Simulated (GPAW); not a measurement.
# Ballistic transport through a Rh chain with CO on top of one atom, from relaxation to T(E), part 2 of 2

Aim: the conductance of a Rh chain with CO on top of one atom after relaxation, and whether geometry, basis or functional moves it most.

GPAW 26.7.0; GPAW LCAO, PAW setups; relaxation of the junction within the symmetry of its start, lead ends held (the session's first sound run).

So far, transmission at the Fermi level (one spin): step 3 (double-zeta polarised basis, PBE, GPAW) 1.89; step 4 (basis szp(dzp), PBE, GPAW) 1.87; step 5 (basis sz(dzp), PBE, GPAW) 1.79; step 6 (RPBE) 1.95.

## (7) The structure as built: geometry = "as built"

Level of this step: GPAW LCAO, PAW setups; Landauer transmission from Green's functions with principal layers (ASE), zero bias (GPAW).

The dzp basis with PBE on the structure as first built shows what the relaxation was worth.

run.py

```python
import json
import numpy as np
from ase import Atoms
from ase.transport.calculators import TransportCalculator
from gpaw import GPAW, FermiDirac
from gpaw.lcao.tools import get_lcao_hamiltonian
from scipy.linalg import eigh

# The junction with lead layers at both ends, along the third cell vector
device = Atoms(
    ['Rh', 'Rh', 'Rh', 'Rh', 'Rh', 'Rh', 'Rh', 'Rh', 'Rh', 'C', 'O', 'Rh', 'Rh', 'Rh', 'Rh', 'Rh', 'Rh', 'Rh', 'Rh'],
    positions=[
        [4.50000, 4.50000, 1.15000],
        [4.50000, 4.50000, 3.45000],
        [4.50000, 4.50000, 5.75000],
        [4.50000, 4.50000, 8.05000],
        [4.50000, 4.50000, 10.35000],
        [4.50000, 4.50000, 12.65000],
        [4.50000, 4.50000, 14.95000],
        [4.50000, 4.50000, 17.25000],
        [4.50000, 4.50000, 19.55000],
        [6.16570, 4.50000, 19.55000],
        [7.32570, 4.50000, 19.55000],
        [4.50000, 4.50000, 21.85000],
        [4.50000, 4.50000, 24.15000],
        [4.50000, 4.50000, 26.45000],
        [4.50000, 4.50000, 28.75000],
        [4.50000, 4.50000, 31.05000],
        [4.50000, 4.50000, 33.35000],
        [4.50000, 4.50000, 35.65000],
        [4.50000, 4.50000, 37.95000]],
    cell=[[9.0, 0.0, 0.0], [0.0, 9.0, 0.0], [0.0, 0.0, 39.1]],
    pbc=True)

# One principal layer of the lead: the first 5 atoms of the device
lead = Atoms(
    ['Rh', 'Rh', 'Rh', 'Rh', 'Rh'],
    positions=[
        [4.50000, 4.50000, 1.15000],
        [4.50000, 4.50000, 3.45000],
        [4.50000, 4.50000, 5.75000],
        [4.50000, 4.50000, 8.05000],
        [4.50000, 4.50000, 10.35000]],
    cell=[[9.0, 0.0, 0.0], [0.0, 9.0, 0.0], [0.0, 0.0, 11.5]],
    pbc=True)

settings = dict(mode='lcao', basis='dzp', xc='PBE', h=0.18,
                occupations=FermiDirac(0.1), maxiter=250,
                mixer=dict(beta=0.1, nmaxold=8, weight=100.0),
                convergence=dict(density=0.0001))
energies = np.arange(-2, 2 + 1e-9, 0.025)
eta = 0.0001
n1, n2 = 1, 1
# k and -k transmit alike, so half of the mesh across the current serves
mesh = [(i, j) for i in range(n1) for j in range(n2) if (i, j) <= (-i % n1, -j % n2)]
weights = np.array([1 if (i, j) == (-i % n1, -j % n2) else 2 for i, j in mesh]) / (n1 * n2)

# [... helper functions left out ...]
fermi_lead = ground_state(lead, (1, 1, 10), 'lead.txt')
fermi_device = ground_state(device, (1, 1, 2), 'device.txt')
# [... loop over the mesh left out, but for ...]
        # Shift the lead onto the potential of the device's first layer
        shift = ((H[:, 0, 0] - H0[:, 0, 0]) / S0[0, 0]).real.mean()
# [...]
kT = 8.617333e-5 * 300
bias = [0.1, 0.2, 0.5, 1.0, 1.5, 2.0]
# [... integrals and printing left out ...]
```

The run is started by

```console
$ OMP_NUM_THREADS=1 OPENBLAS_NUM_THREADS=1 python run.py
```

Log:

```text
basis functions: device 485, principal layer 135
Fermi level: lead -3.7261 eV, device -3.6445 eV; lead shifted by -0.0003 eV
largest coupling past the next layer 2.07e-04 eV, largest misfit of the first layer 0.048 eV
  E-E_F (eV)   T (one spin)  [channel counts left out]
    -2.000    2.5114e+00
    -1.975    2.5175e+00
    -1.950    2.5241e+00
[...]
1.975    6.2189e-02
     2.000    1.0225e-02
conductance at 300 K: 3.1847 G0 a cell; thermopower 2.99 uV/K
current from the zero-bias T(E) at 0.1 V: 24.729 uA
current from the zero-bias T(E) at 0.2 V: 49.67 uA
current from the zero-bias T(E) at 0.5 V: 124.94 uA
current from the zero-bias T(E) at 1.0 V: 246.14 uA
current from the zero-bias T(E) at 1.5 V: 360.47 uA
current from the zero-bias T(E) at 2.0 V: 466.11 uA
```

Elapsed: 5.5 min, on 1 thread of Arm Neoverse V2, shared host; peak memory 2.4 GiB.

Numbers from this step:

```yaml
conductance: 3.185 G₀
largest_coupling_past_the_next_principal_layer: 2.07e-4 eV
largest_misfit_of_the_first_principal_layer: 0.04821 eV
shift_that_aligns_the_lead: -3.17e-4 eV
transmission_at_the_fermi_level_one_spin: 3.161
```

One spin. The transmission, zone mean by energy, zero at the Fermi level:

energy (eV), transmission, zone mean and a bar:
```
   -2.000       2.51 ####################
   -1.900       2.54 ####################
   -1.800       2.57 ####################
   -1.700       2.62 ####################
   -1.600       2.69 #####################
   -1.500       2.84 ######################
   -1.400       2.38 ###################
   -1.300       2.58 ####################
   -1.200       2.63 #####################
   -1.100       2.69 #####################
   -1.000       2.75 #####################
   -0.950       3.84 ##############################
   -0.900       2.97 #######################
   -0.800       3.04 ########################
   -0.700       3.09 ########################
   -0.600       3.13 ########################
   -0.500       3.22 #########################
   -0.400       3.28 ##########################
   -0.300       3.35 ##########################
   -0.200       3.45 ###########################
   -0.100       3.37 ##########################
    0.000       3.16 #########################
    0.100       3.11 ########################
    0.200       3.06 ########################
    0.300       3.00 #######################
    0.400       2.94 #######################
    0.500       2.88 ######################
    0.600       2.80 ######################
    0.700       2.71 #####################
    0.800       2.58 ####################
    0.900       2.40 ###################
    1.000       2.14 #################
    1.100       0.99 ########
    1.200       0.99 ########
    1.300       0.99 ########
    1.400       0.99 ########
    1.500       0.98 ########
    1.600       0.96 #######
    1.700       0.91 #######
    1.800       0.78 ######
    1.900       0.41 ###
    2.000       0.01
```

The conductance, 3.18 G₀, lies 62 % above that of the dzp run.

## (8) Cost and result by level

Times are for 1 thread of Arm Neoverse V2, shared host. The runs compared:

```csv
no.,run,conductance (G₀),time,memory (GiB)
1,dzp,1.962,6 min,2.4
2,szp,1.948,3.5 min,2.2
3,sz,1.906,2.7 min,2.1
4,dzp RPBE,1.974,5.9 min,2.4
5,asbuilt,3.185,5.5 min,2.4
```

## (9) The levels side by side

The curves are compared point by point over the common energies.

This step: comparison of transmission and cost over codes, levels and geometry (GPAW 26.7.0).

Ladder, by row:

| step | code | T at the Fermi level (sum over the listed spins) | conductance (G0) | r.m.s. T(E) from the first | wall time (s) | peak memory (GiB) | threads |
| --- | --- | --- | --- | --- | --- | --- | --- |
| dzp | GPAW | 1.89 | 1.962 | 0 | 358.8 | 2.35 | 1 |
| szp | GPAW | 1.867 | 1.948 | 0.1152 | 208.2 | 2.24 | 1 |
| sz | GPAW | 1.786 | 1.906 | 0.1132 | 162.4 | 2.14 | 1 |
| dzp-RPBE | GPAW | 1.953 | 1.974 | 0.07778 | 351.7 | 2.35 | 1 |
| asbuilt | GPAW | 3.161 | 3.185 | 1.118 | 329.1 | 2.35 | 1 |

Transmission, zone mean, sum over the listed spins against energy, zero at the Fermi level:

```
energy (eV)    dzp    szp     sz  dzp-RPBE  asbuilt
    -2.0000   1.23   1.46   1.44      1.27     2.51
    -1.7500   1.65   1.62   1.61      1.65     2.60
    -1.5000   1.77   1.71   1.70      1.77     2.84
    -1.4250   1.78   1.72   1.71      1.77     2.18
    -1.2500   1.74   1.68   1.66      1.73     2.62
    -1.0000   1.62   1.40   1.93      1.52     2.75
    -0.7500   1.80   1.56   1.61      1.80     3.05
    -0.5000   2.94   2.77   2.76      2.92     3.22
    -0.2500   2.34   2.28   2.31      2.29     3.41
     0.0000   1.89   1.87   1.79      1.95     3.16
     0.0500   2.28   2.28   2.22      2.31     3.13
     0.0750   2.32   2.29   2.29      2.30     3.12
     0.2500   1.38   1.31   1.34      1.35     3.03
     0.5000  0.985  0.951  0.980     0.972     2.88
     0.7500  0.911  0.897  0.928     0.897     2.65
     1.0000  0.924  0.932  0.967     0.912     2.14
     1.2500  0.974  0.977  0.997     0.962    0.988
     1.5000  0.920  0.930  0.974     0.899    0.976
     1.7500  0.722  0.764  0.852     0.679    0.862
     2.0000  0.320  0.439  0.604     0.263   0.0102
```

## (10) Other settings

One more run, with changed settings.

This step: GPAW LCAO, PAW setups; Landauer transmission from Green's functions with principal layers (ASE), zero bias (GPAW 26.7.0).

run.py, as its differences from that of step 7:

```diff
@@ -19,7 +19,7 @@
         [4.50000, 4.50000, 14.95000],
-        [4.50000, 4.50000, 17.25000],
-        [4.50000, 4.50000, 19.55000],
-        [6.16570, 4.50000, 19.55000],
-        [7.32570, 4.50000, 19.55000],
-        [4.50000, 4.50000, 21.85000],
+        [5.62355, 4.50000, 17.02320],
+        [5.09862, 4.50000, 19.55000],
+        [6.88439, 4.50000, 19.55000],
+        [8.06936, 4.50000, 19.55000],
+        [5.62355, 4.50000, 22.07680],
         [4.50000, 4.50000, 24.15000],
@@ -46,4 +46,4 @@
 
-settings = dict(mode='lcao', basis='dzp', xc='PBE', h=0.18,
-                occupations=FermiDirac(0.1), maxiter=250,
+settings = dict(mode='lcao', basis='dzp', xc='pbe96', h=0.18,
+                occupations=FermiDirac(0.1), maxiter=50,
                 mixer=dict(beta=0.1, nmaxold=8, weight=100.0),
```

Log:

```text
NameError: Unknown functional: pbe96.
```

Run time: 0.61 s. Hardware: 1 thread; peak memory 0.1 GiB.

The program refused the input before any cycle.

The program's message: “NameError: Unknown functional: pbe96.”

The change that led to it: xc = "pbe96".

## (11) Results

| Quantity | Value |
| --- | --- |
| conductance | 1.96 G₀ |
| transmission at the Fermi level, mean of the spins | 1.89 |

**Reading.** In the dzp basis the junction conducts 1.96 G₀ at 300 K, with T = 1.89 a spin at the Fermi level; the sz basis reaches that conductance within 10 %. Relaxation moved atoms by up to 1.1 Å and took the conductance from 3.18 to 1.96 G₀, as a ratio a larger change than the step from dzp to the minimal basis. At the Fermi level the three most open eigenchannels pass 0.96, 0.58 and 0.21. Measured against the first run (dzp), the nearest curve is that of dzp-RPBE (r.m.s. 0.078) and the farthest that of asbuilt (1.1). Over the compared runs wall time goes from 162 s (sz) to 359 s (dzp), on a shared host. The leads kept an estimated spacing and the cell its length, so the junction may be under some tension or compression. The geometry comes from the orbital basis, which tends to overbind, and kept the symmetry of the start, so a structure of lower symmetry may lie lower. The run had no spin polarisation, so a magnetic state, which chains and small molecules with open shells often have, wasn't tested. An evenly spaced straight chain is an idealisation: free chains tend to dimerise, zigzag or, where a band edge lies near the Fermi level, turn magnetic. The currents use the zero-bias T(E) throughout, which holds only while the bias is small against the distance to the nearest feature. Within about eight thermal energies of the Fermi level ln T(E) bends sharply from one computed energy to the next, or the lead's channel count changes, so the thermal averages, above all the thermopower, rest on an interpolation that may be rough.

[Logs are printed without paths, hosts, clocks, repeated set-up lines and the standing remarks that a program may print on its own settings, such as how far it seeks lower states.]

[Hosts, paths, dates, database ids (printed as entryN), source tags and the programs' standing remarks are cut or masked in the printed files.]
